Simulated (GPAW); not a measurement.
# Core-hole calculation of the O K edge in HfO2 (P2_1/c), part 2 of 4

How does the O K edge of HfO2 (P2_1/c) move when the bonds are compressed or stretched?

GPAW 26.7.0; X-ray absorption from dipole matrix elements to empty bands, plane-wave PAW revPBE.

So far. Step 2 (Ground state of the crystal): The mesh shows a gap of 4.23 eV, so the hole is first treated in a charged cell, without the excited electron.

## Step 4: Spectrum with FCH, O atom 5

The holes are 5.1 Å apart. In GPAW the data set carries the hole's charge, so charge=0 means a charged cell and charge=-1 a neutral one. The excited electron is left out and a uniform background balances the charge. After the field has converged, empty bands are computed with the density fixed and the dipole matrix elements are summed.

The absorber has 1 Hf at 2.03 Å, 1 Hf at 2.07 Å and 1 Hf at 2.12 Å (distorted trigonal planar, site symmetry 1).

Contents of xas.py:

```python
import numpy as np
from ase import Atoms
from ase.parallel import parprint, paropen
from gpaw import GPAW, PW, FermiDirac, Mixer, MixerDif, setup_paths
from gpaw.test import gen
setup_paths.insert(0, '.')
gen('O', name='fch1s', xcname='revPBE', corehole=(1, 0, 1), write_xml=True)
from gpaw.mpi import world
world.barrier()

atoms = Atoms('Hf4O8',
    cell=[[5.118, 0, 0],
     [0, 5.1857, 0],
     [-0.85866306, 0, 5.21386714]],
    scaled_positions=[[0.2755, 0.4603, 0.708],
     [0.7245, 0.9603, 0.792],
     [0.7245, 0.5397, 0.292],
     [0.2755, 0.0397, 0.208],
     [0.0742, 0.1684, 0.8467],
     [0.9258, 0.6684, 0.6533],
     [0.9258, 0.8316, 0.1533],
     [0.0742, 0.3316, 0.3467],
     [0.4487, 0.7419, 0.9801],
     [0.5513, 0.2419, 0.5199],
     [0.5513, 0.2581, 0.0199],
     [0.4487, 0.7581, 0.4801]],
    pbc=True)
atoms.calc = calc = GPAW(legacy_gpaw=True, mode=PW(500, force_complex_dtype=True), xc='revPBE', setups={4: 'fch1s'},
    kpts={'size': (4, 4, 4), 'gamma': True}, occupations=FermiDirac(0.02),
    charge=0, mixer=Mixer(0.1, 5, 50), maxiter=150,
    convergence={'density': 0.0001, 'eigenstates': 1e-6}, txt='scf.txt')
energy = atoms.get_potential_energy() + calc.get_reference_energy()
ef = calc.get_fermi_level()
out = dict(energy=energy, fermi=ef, forces=atoms.get_forces().tolist())
parprint(f'all-electron energy {energy:.4f} eV, Fermi level {ef:.4f} eV')
ev = np.array([[calc.get_eigenvalues(k, s) for k in range(len(calc.get_ibz_k_points()))] for s in range(calc.get_number_of_spins())])
out['homo'], out['lumo'], out['counts'] = ev[ev < ef].max(), ev[ev > ef].min(), sorted(set((ev < ef).sum((0, 2)).tolist()))
out['filled'] = (ev[:, 0] < ef).sum(1).tolist()

from ase.units import Ha
from gpaw.xas import dipole_matrix_elements
nb = int(calc.get_number_of_electrons() / 2) + 105
top, nb = nb, nb + 8 + nb // 12
nscf = calc.fixed_density(kpts={'size': (5, 5, 5), 'gamma': True}, nbands=nb,
    convergence={'bands': top, 'eigenstates': 5e-3}, maxiter=60, txt='nscf.txt')
cell = atoms.cell.array
ops = [cell.T @ U.T @ np.linalg.inv(cell.T) for U in nscf.wfs.kd.symmetry.op_scc]
filled = [48]  # bands filled in the ground state, by spin
E = np.arange(-6, 34, 0.1)
fwhm = np.interp(E, [4, 25], [0.9, 3.5])
Y, X, zero, highest = 0, 0, 1e9, 1e9
for spin in range(nscf.get_number_of_spins()):
    wfs = nscf.wfs
    mine = wfs.bd.get_slice()  # this rank's bands
    A = dipole_matrix_elements(wfs.setups[4])
    eps = np.zeros((wfs.kd.nibzkpts, nb))
    d = np.zeros((3, A.shape[1], wfs.kd.nibzkpts, nb), complex)
    for kpt in wfs.kpt_u:
        if kpt.s == spin and 4 in kpt.P_ani:
            eps[kpt.k, mine] = kpt.eps_n * Ha
            d[:, :, kpt.k, mine] = (kpt.weight * wfs.nspins / 2) ** 0.5 * np.inner(A, kpt.P_ani[4])
    world.sum(eps)
    world.sum(d)
    T = np.einsum('amkn,bmkn->abkn', d, d.conj()).real
    T = sum(np.einsum('ai,ijkn,bj->abkn', R, T, R) for R in ops) / len(ops)
    empty = np.ones_like(eps, bool) & (np.arange(nb) >= filled[spin])
    zero, highest = min(zero, eps[empty].min()), min(highest, eps[:, top - 1].min())
    lines = [(eps, T, empty)] if spin == 0 else lines + [(eps, T, empty)]
for eps, T, empty in lines:
    f = np.einsum('aakn->akn', T).reshape(3, -1)
    x = eps.ravel() - zero
    w = np.interp(x, E, fwhm) / 2.35482
    g = np.exp(-0.5 * ((E[:, None] - x) / w) ** 2) / (w * (2 * np.pi) ** 0.5)
    Y = Y + (f * empty.ravel()) @ g.T
    X = X + (f * ~empty.ravel()) @ g.T
out.update(E=E.round(2).tolist(), xas=Y.tolist(), xes=X.tolist(), zero=zero, valid=highest - zero, nk=len(eps), nb=nb)
for i in range(0, len(E), 10):
    parprint(f'{E[i]:7.2f}', *(f'{v:10.3e}' for v in Y[:, i]))
import json
with paropen('out.json', 'w') as f:
    json.dump(out, f)
```

Run with:

```console
OMP_NUM_THREADS=1 mpirun -n 4 gpaw python xas.py
```

Numbers of over 12 decimals in the logs are rounded to 6 here.

What it wrote:

```text
Input parameters:
  convergence: {density: 0.0001,
                eigenstates: 1e-06}
  kpts: {gamma: True,
         size: (4, 4, 4)}
  maxiter: 150
  mixer: {backend: pulay,
          beta: 0.1,
          method: separate,
          nmaxold: 5,
          weight: 50}
  mode: {ecut: 500.0,
         force_complex_dtype: True,
         name: pw}
  occupations: {fixmagmom: False,
                name: fermi-dirac,
                width: 0.02}
  setups: {4: fch1s}
  xc: revPBE

Initialize ...

[... PAW data sets ...]

Reference energy: -1655365.638534  # eV

Spin-paired calculation

[... convergence settings ...]
Symmetries present (total): 1
  [... symmetry matrices ...]

64 k-points: 4 x 4 x 4 Monkhorst-Pack grid + [1/8,1/8,1/8]
36 k-points in the irreducible part of the Brillouin zone
       k-points in crystal coordinates                weights
   0:     0.00000000    0.00000000    0.00000000          1/64
   1:     0.00000000    0.00000000    0.25000000          2/64
   2:     0.00000000    0.00000000    0.50000000          1/64
   3:     0.00000000    0.25000000   -0.25000000          2/64
   4:     0.00000000    0.25000000    0.00000000          2/64
   5:     0.00000000    0.25000000    0.25000000          2/64
   6:     0.00000000    0.25000000    0.50000000          2/64
   7:     0.00000000    0.50000000    0.00000000          1/64
   8:     0.00000000    0.50000000    0.25000000          2/64
   9:     0.00000000    0.50000000    0.50000000          1/64
          ...
  35:     0.50000000    0.50000000    0.50000000          1/64

Wave functions: Plane wave expansion
  Cutoff energy: 500.000 eV
  Number of coefficients (min, max): 3490, 3541
  Pulay-stress correction: 0.000000 eV/Ang^3 (de/decut=0.000000)
  Using FFTW library
  Wavefunction extrapolation:
    Improved wavefunction reuse through dual PAW basis

Occupation numbers: Fermi-Dirac:
  width: 0.0200  # eV

Eigensolver
   Davidson(niter=2)

Densities:
  Coarse grid: 27*27*28 grid
  Fine grid: 54*54*56 grid
  Total Charge: 1.000000

Density mixing:
  Method: separate
  Backend: pulay
  Linear mixing parameter: 0.1
  old densities: 5
  Width of damping distribution: 1.1
  Damping of long wavelength oscillations: 50

[... Hamiltonian set-up ...]
Number of atoms: 12
Number of atomic orbitals: 84
Number of bands in calculation: 62
Number of valence electrons: 96
Bands to converge: occupied

... initialized

Initializing position-dependent things.

Density initialized from atomic densities
Creating initial wave functions:
  62 bands from LCAO basis set

              O
                  Hf

       O   Hf  O    O

         O    O   Hf  O

           Hf
               O

Atomic positions and initial magnetic moments

Positions:
   0 Hf     0.802076    2.386978    3.691418    ( 0.0000,  0.0000,  0.0000)
   1 Hf     3.027930    4.979828    4.129383    ( 0.0000,  0.0000,  0.0000)
   2 Hf     3.457261    2.798722    1.522449    ( 0.0000,  0.0000,  0.0000)
   3 Hf     1.231407    0.205872    1.084484    ( 0.0000,  0.0000,  0.0000)
   4 O     -0.347274    0.873272    4.414581    ( 0.0000,  0.0000,  0.0000)
   5 O      4.177280    3.466122    3.406219    ( 0.0000,  0.0000,  0.0000)
   6 O      4.606611    4.312428    0.799286    ( 0.0000,  0.0000,  0.0000)
   7 O      0.082057    1.719578    1.807648    ( 0.0000,  0.0000,  0.0000)
   8 O      1.454871    3.847271    5.110111    ( 0.0000,  0.0000,  0.0000)
   9 O      2.375134    1.254421    2.710690    ( 0.0000,  0.0000,  0.0000)
  10 O      2.804466    1.338429    0.103756    ( 0.0000,  0.0000,  0.0000)
  11 O      1.884202    3.931279    2.503178    ( 0.0000,  0.0000,  0.0000)

Unit cell:
           periodic     x           y           z      points  spacing
  1. axis:    yes    5.118000    0.000000    0.000000    27     0.1870
  2. axis:    yes    0.000000    5.185700    0.000000    27     0.1921
  3. axis:    yes   -0.858663    0.000000    5.213867    28     0.1862

  Lengths:   5.118000   5.185700   5.284100
  Angles:   90.000000  99.352000  90.000000

Effective grid spacing dv^(1/3) = 0.1893

iter:   1  -151.235704
iter:   2  -142.061109   -0.64  -0.88
iter:   3  -131.295217   +0.22  -0.97
iter:   4  -131.749208   -1.09  -1.34
iter:   5  -131.677658   -1.00  -1.40
iter:   6  -131.768317   -1.02  -1.85
iter:   7  -131.533554   -1.53  -1.98
iter:   8  -131.558887   -2.20  -2.24
iter:   9  -131.531462c  -2.35  -2.27
iter:  10  -131.512499c  -2.62  -2.62
iter:  11  -131.511627c  -3.69  -3.01
iter:  12  -131.511515c  -4.73  -3.20
iter:  13  -131.511446c  -4.88  -3.31
iter:  14  -131.511458c  -5.46  -3.43
iter:  15  -131.511506c  -5.89  -3.55
iter:  16  -131.511508c  -6.77c -3.71
iter:  17  -131.511513c  -5.93  -3.78
iter:  18  -131.511520c  -6.50c -4.05c

Converged after 18 iterations.

Dipole moment: (-0.175599, -0.360913, 0.342567) |e|*Ang

Energy contributions relative to reference atoms: (reference = -1655365.638534)

Kinetic:        +78.505289
Potential:     -115.009697
External:        +0.000000
XC:             -94.790785
Entropy (-ST):   -0.000000
Local:           -0.216326
SIC:             +0.000000
--------------------------
Free energy:   -131.511520
Extrapolated:  -131.511520

Showing only first 2 kpts
 Kpt  Band  Eigenvalues  Occupancy
  0    46      6.93705    2.00000
  0    47      7.06509    2.00000
  0    48     11.78570    0.00000
  0    49     12.23623    0.00000

  1    46      6.76060    2.00000
  1    47      6.93614    2.00000
  1    48     11.81245    0.00000
[...]
Fermi level: 8.12799

Gap: 4.294 eV
Transition (v -> c):
  (s=0, k=26, n=47, [0.50, 0.00, 0.00]) -> (s=0, k=26, n=48, [0.50, 0.00, 0.00])
No difference between direct/indirect transitions

Forces in eV/Ang:
  0 Hf    2.26171    2.73107   -1.28581
  1 Hf   -2.85745   -1.83915   -0.49920
  2 Hf   -0.59516    0.18840   -0.06004
  3 Hf    1.48490   -1.44624    2.61822
  4 O    -0.55048   -0.22300   -0.35425
  5 O     0.70095   -0.21390    0.57242
  6 O     0.88328    0.90038   -0.41448
  7 O    -0.27589   -0.14708   -0.12899
  8 O    -0.25742    0.36901   -0.50248
  9 O     0.15776   -0.09155    0.31681
 10 O    -0.48237   -0.31595   -0.54498
 11 O    -0.46202    0.11104    0.28296
Scalar-relativistic atomic revPBE calculation for O (Oxygen, Z=8)
Core hole in 1s state (1s occupation: 1.0)
300 radial gridpoints.
|------------------------------------------------|
|------------------------------------------------|
[... the atom generator's iteration count ...]

Energy contributions:
-------------------------
Kinetic:      +54.530280
XC:            -6.272594
Potential:   -102.916977
-------------------------
Total:        -54.659291

state      eigenvalue         ekin         rmax
-----------------------------------------------
1s^1.0 :   -21.906249    31.054629        0.126
2s^2.0 :    -1.610682     4.119458        0.796
2p^4.0 :    -1.060364     3.809184        0.687
-----------------------------------------------
(units: Bohr and Hartree)

Generating PAW setup
Kinetic energy of the core from tauc = 31.080249
Cutoffs:
rc(s)=1.300
rc(p)=1.130
rc(d)=1.170
rc(vbar)=1.300
rc(comp)=1.260
rc(nct)=1.300

Kinetic energy of the core states: 31.054629
Charge: 1.0
Core electrons: 1.0
Valence electrons: 6.0
Pseudo-core charge: 0.000186
Shape function alpha=6.299
Pseudo-electron charge 5.291977
state    eigenvalue         norm
--------------------------------
2s(2) :    -1.610682     1.066260
*s    :    -0.610682
2p(4) :    -1.060364     0.789818
*p    :    -0.060364
*d    :     0.000000
--------------------------------

Diagonalizing with gridspacing h=0.050

state   all-electron     PAW
-------------------------------
2s:      -1.610682    -1.612130
2p:      -1.060364    -1.066633
*d:                   -0.064109
*f:                   -0.013753
-------------------------------
all-electron energy -1655497.1501 eV, Fermi level 8.1280 eV
[...]
31.00  5.550e-05  5.889e-05  5.779e-05
  32.00  5.496e-05  5.676e-05  5.996e-05
  33.00  5.317e-05  5.473e-05  6.222e-05
```

Run time: 2.3 min. Hardware: 4 MPI ranks of Intel Xeon Platinum 8375C at 2.90GHz (Ice Lake), shared host; peak memory 0.58 GiB.

The O K spectrum, O atom 5, full core hole (charged cell) (energy from the lowest empty level; intensity scaled to a mean of 1 over the first 20 eV; polarised curves are means over the symmetry-equivalent atoms):

```csv
E (eV),isotropic,ε ∥ x,ε ∥ y,ε ∥ z
-2.0,0.00,0.00,0.00,0.00
-1.0,0.00,0.00,0.00,0.00
0.0,0.37,0.35,0.47,0.29
1.0,1.20,1.03,1.52,1.05
2.0,1.23,0.90,1.17,1.63
3.0,0.92,0.64,0.93,1.20
4.0,1.57,1.66,1.13,1.94
5.0,2.25,2.67,1.98,2.11
6.0,1.40,1.66,1.46,1.07
7.0,0.77,0.92,0.78,0.60
8.0,0.85,1.12,0.86,0.57
9.0,1.07,1.20,1.22,0.79
10.0,1.02,0.92,1.15,0.99
11.0,1.04,0.86,1.05,1.21
12.0,0.92,0.86,0.92,0.99
13.0,0.75,0.84,0.67,0.74
14.0,0.75,0.77,0.67,0.80
15.0,0.76,0.67,0.79,0.83
16.0,0.74,0.65,0.82,0.76
17.0,0.72,0.68,0.73,0.75
18.0,0.70,0.67,0.64,0.78
19.0,0.65,0.62,0.61,0.72
20.0,0.61,0.62,0.61,0.60
21.0,0.59,0.65,0.59,0.52
22.0,0.59,0.68,0.57,0.52
23.0,0.60,0.69,0.56,0.54
24.0,0.61,0.68,0.58,0.57
25.0,0.64,0.68,0.63,0.60
26.0,0.67,0.70,0.68,0.64
27.0,0.72,0.73,0.74,0.69
28.0,0.78,0.77,0.81,0.76
29.0,0.84,0.82,0.89,0.83
30.0,0.90,0.87,0.94,0.89
31.0,0.92,0.89,0.95,0.93
32.0,0.92,0.89,0.91,0.97
```

Main maxima below 24 eV (height): 1.6 eV (1.40), 4.8 eV (2.28) and 9.2 eV (1.08). A K edge sees empty p states; the first features are O p mixed into the empty d states of the Hf neighbours, and the broad ones above probably into the cations' higher empty bands.

The hole costs E(hole) − E(ground) = 528.98 eV, and the lowest empty level of the hole cell on the spectrum's mesh lies at 11.41 eV, which puts the zero at 540.39 eV. One term is added: -8.91 eV, since the hole is spin-paired here and a spin-polarised one costs that much less in the free atom (computed apart). The photon energy is then 531.48 eV. The functional and the charged cell's background leave an error of a few eV in such absolute values.

## Step 5: Cell without a hole, the energy reference

The cell changes for the next run, so it gets a reference energy of its own.

The cell differs from the one that the last finished run ended in (a 5.118 → 5.014 Å, b 5.186 → 5.080 Å, c 5.284 → 5.176 Å).

Contents of scf.py:

```python
import numpy as np
from ase import Atoms
from ase.parallel import parprint, paropen
from gpaw import GPAW, PW, FermiDirac, Mixer, MixerDif, setup_paths
from gpaw.test import gen
setup_paths.insert(0, '.')
gen('O', name='nch1s', xcname='revPBE', corehole=(1, 0, 0), write_xml=True)
from gpaw.mpi import world
world.barrier()

atoms = Atoms('Hf4O8',
    cell=[[5.0135217, 0, 0],
     [0, 5.07983968, 0],
     [-0.84113441, 0, 5.10743182]],
    scaled_positions=[[0.2755, 0.4603, 0.708],
     [0.7245, 0.9603, 0.792],
     [0.7245, 0.5397, 0.292],
     [0.2755, 0.0397, 0.208],
     [0.0742, 0.1684, 0.8467],
     [0.9258, 0.6684, 0.6533],
     [0.9258, 0.8316, 0.1533],
     [0.0742, 0.3316, 0.3467],
     [0.4487, 0.7419, 0.9801],
     [0.5513, 0.2419, 0.5199],
     [0.5513, 0.2581, 0.0199],
     [0.4487, 0.7581, 0.4801]],
    pbc=True)
atoms.calc = calc = GPAW(legacy_gpaw=True, mode=PW(500, force_complex_dtype=True), xc='revPBE', setups={4: 'nch1s'},
    kpts={'size': (4, 4, 4), 'gamma': True}, occupations=FermiDirac(0.02),
    charge=0, mixer=Mixer(0.1, 5, 50), maxiter=150,
    convergence={'density': 0.0001, 'eigenstates': 1e-6}, txt='scf.txt')
energy = atoms.get_potential_energy() + calc.get_reference_energy()
ef = calc.get_fermi_level()
out = dict(energy=energy, fermi=ef, forces=atoms.get_forces().tolist())
parprint(f'all-electron energy {energy:.4f} eV, Fermi level {ef:.4f} eV')
ev = np.array([[calc.get_eigenvalues(k, s) for k in range(len(calc.get_ibz_k_points()))] for s in range(calc.get_number_of_spins())])
out['homo'], out['lumo'], out['counts'] = ev[ev < ef].max(), ev[ev > ef].min(), sorted(set((ev < ef).sum((0, 2)).tolist()))
out['filled'] = (ev[:, 0] < ef).sum(1).tolist()
import json
with paropen('out.json', 'w') as f:
    json.dump(out, f)
```

Run with:

```console
OMP_NUM_THREADS=1 mpirun -n 4 gpaw python scf.py
```

What it wrote:

```text
Input parameters:
  convergence: {density: 0.0001,
                eigenstates: 1e-06}
  kpts: {gamma: True,
         size: (4, 4, 4)}
  maxiter: 150
  mixer: {backend: pulay,
          beta: 0.1,
          method: separate,
          nmaxold: 5,
          weight: 50}
  mode: {ecut: 500.0,
         force_complex_dtype: True,
         name: pw}
  occupations: {fixmagmom: False,
                name: fermi-dirac,
[...]
2s(2) :    -0.881898     1.082464
*s    :     0.118102
2p(4) :    -0.329595     0.879738
*p    :     0.670405
*d    :     0.000000
--------------------------------

Diagonalizing with gridspacing h=0.050

state   all-electron     PAW
-------------------------------
2s:      -0.881898    -0.883008
2p:      -0.329595    -0.333354
*d:                    0.048653
*f:                    0.076486
-------------------------------
all-electron energy -1656025.0934 eV, Fermi level 8.4997 eV
[key lines of the parts left out:]
Converged after 22 iterations.
Dipole moment: (-0.000000, -0.000000, 0.000000) |e|*Ang
Free energy:   -104.353020
Fermi level: 8.49970
```

Run time: 55 s. Hardware: 4 MPI ranks; peak memory 0.28 GiB.

Reference energy: -1656025.093 eV with the cores included.

## Step 6: Spectrum with FCH, O atom 5

Shorter bonds are expected to push antibonding states and scattering resonances up, and longer ones down; the cell is scaled to test that.

Changed against the first core-hole run: volume scale from 1 to 0.94.

xas.py, as its differences from that of step 4:

```diff
@@ -11,5 +11,5 @@
 atoms = Atoms('Hf4O8',
-    cell=[[5.118, 0, 0],
-     [0, 5.1857, 0],
-     [-0.85866306, 0, 5.21386714]],
+    cell=[[5.0135217, 0, 0],
+     [0, 5.07983968, 0],
+     [-0.84113441, 0, 5.10743182]],
     scaled_positions=[[0.2755, 0.4603, 0.708],
@@ -41,3 +41,3 @@
 from gpaw.xas import dipole_matrix_elements
-nb = int(calc.get_number_of_electrons() / 2) + 105
+nb = int(calc.get_number_of_electrons() / 2) + 100
 top, nb = nb, nb + 8 + nb // 12
```

Run with:

```console
OMP_NUM_THREADS=1 mpirun -n 4 gpaw python xas.py
```

What it wrote:

```text
Input parameters:
  convergence: {density: 0.0001,
                eigenstates: 1e-06}
  kpts: {gamma: True,
         size: (4, 4, 4)}
  maxiter: 150
  mixer: {backend: pulay,
          beta: 0.1,
          method: separate,
          nmaxold: 5,
          weight: 50}
  mode: {ecut: 500.0,
         force_complex_dtype: True,
         name: pw}
  occupations: {fixmagmom: False,
                name: fermi-dirac,
[...]
*p    :    -0.060364
*d    :     0.000000
--------------------------------

Diagonalizing with gridspacing h=0.050

state   all-electron     PAW
-------------------------------
2s:      -1.610682    -1.612130
2p:      -1.060364    -1.066633
*d:                   -0.064109
*f:                   -0.013753
-------------------------------
all-electron energy -1655496.8506 eV, Fermi level 8.9350 eV
[...]
32.00  5.451e-05  5.865e-05  5.530e-05
  33.00  5.538e-05  5.756e-05  5.747e-05
[key lines of the parts left out:]
Converged after 19 iterations.
Dipole moment: (-0.192757, -0.344885, 0.338458) |e|*Ang
Free energy:   -131.212041
Fermi level: 8.93503
```

The job ended after 2.3 min (4 MPI ranks; peak memory 0.55 GiB).

| E (eV) | first run | this run |
| --- | --- | --- |
| -2.0 | 0.00 | 0.00 |
| -1.0 | 0.00 | 0.00 |
| 0.0 | 0.37 | 0.33 |
| 1.0 | 1.20 | 1.10 |
| 2.0 | 1.23 | 1.32 |
| 3.0 | 0.92 | 0.88 |
| 4.0 | 1.57 | 1.11 |
| 5.0 | 2.25 | 2.07 |
| 6.0 | 1.40 | 1.93 |
| 7.0 | 0.77 | 1.10 |
| 8.0 | 0.85 | 0.76 |
| 9.0 | 1.07 | 0.89 |
| 10.0 | 1.02 | 1.03 |
| 11.0 | 1.04 | 1.02 |
| 12.0 | 0.92 | 1.01 |
| 13.0 | 0.75 | 0.82 |
| 14.0 | 0.75 | 0.72 |
| 15.0 | 0.76 | 0.73 |
| 16.0 | 0.74 | 0.73 |
| 17.0 | 0.72 | 0.73 |
| 18.0 | 0.70 | 0.72 |
| 19.0 | 0.65 | 0.69 |
| 20.0 | 0.61 | 0.64 |
| 21.0 | 0.59 | 0.60 |
| 22.0 | 0.59 | 0.58 |
| 23.0 | 0.60 | 0.58 |
| 24.0 | 0.61 | 0.58 |
| 25.0 | 0.64 | 0.60 |
| 26.0 | 0.67 | 0.63 |
| 27.0 | 0.72 | 0.66 |
| 28.0 | 0.78 | 0.70 |
| 29.0 | 0.84 | 0.75 |
| 30.0 | 0.90 | 0.81 |
| 31.0 | 0.92 | 0.86 |
| 32.0 | 0.92 | 0.90 |

The scaled spectrum changes by 18 % r.m.s. A shift of +0.4 eV leaves 9 %. The highest intensity below 16 eV goes from 4.8 eV (2.28) to 5.4 eV (2.22).

The photon energy of the zero moves by +0.17 eV.

(Part 2 of 4 ends here.)

[Banner, clock and machine lines of the logs are left out without a mark of their own.]

[Logs are printed without paths, hosts, clocks, repeated set-up lines and the standing remarks that a program may print on its own settings, such as how far it seeks lower states.]

[Hosts, paths, dates, database ids (printed as entryN), source tags and the programs' standing remarks are cut or masked in the printed files.]

[Lists of maxima count a maximum above −3 eV only where it reaches 4 % of the highest in the window and stands out from its surroundings by 2 % of it (1.5 % where it reaches 55 %); shoulders and weaker maxima are passed over, and of the rest the first, up to two pre-edge ones and the few strongest are named.]
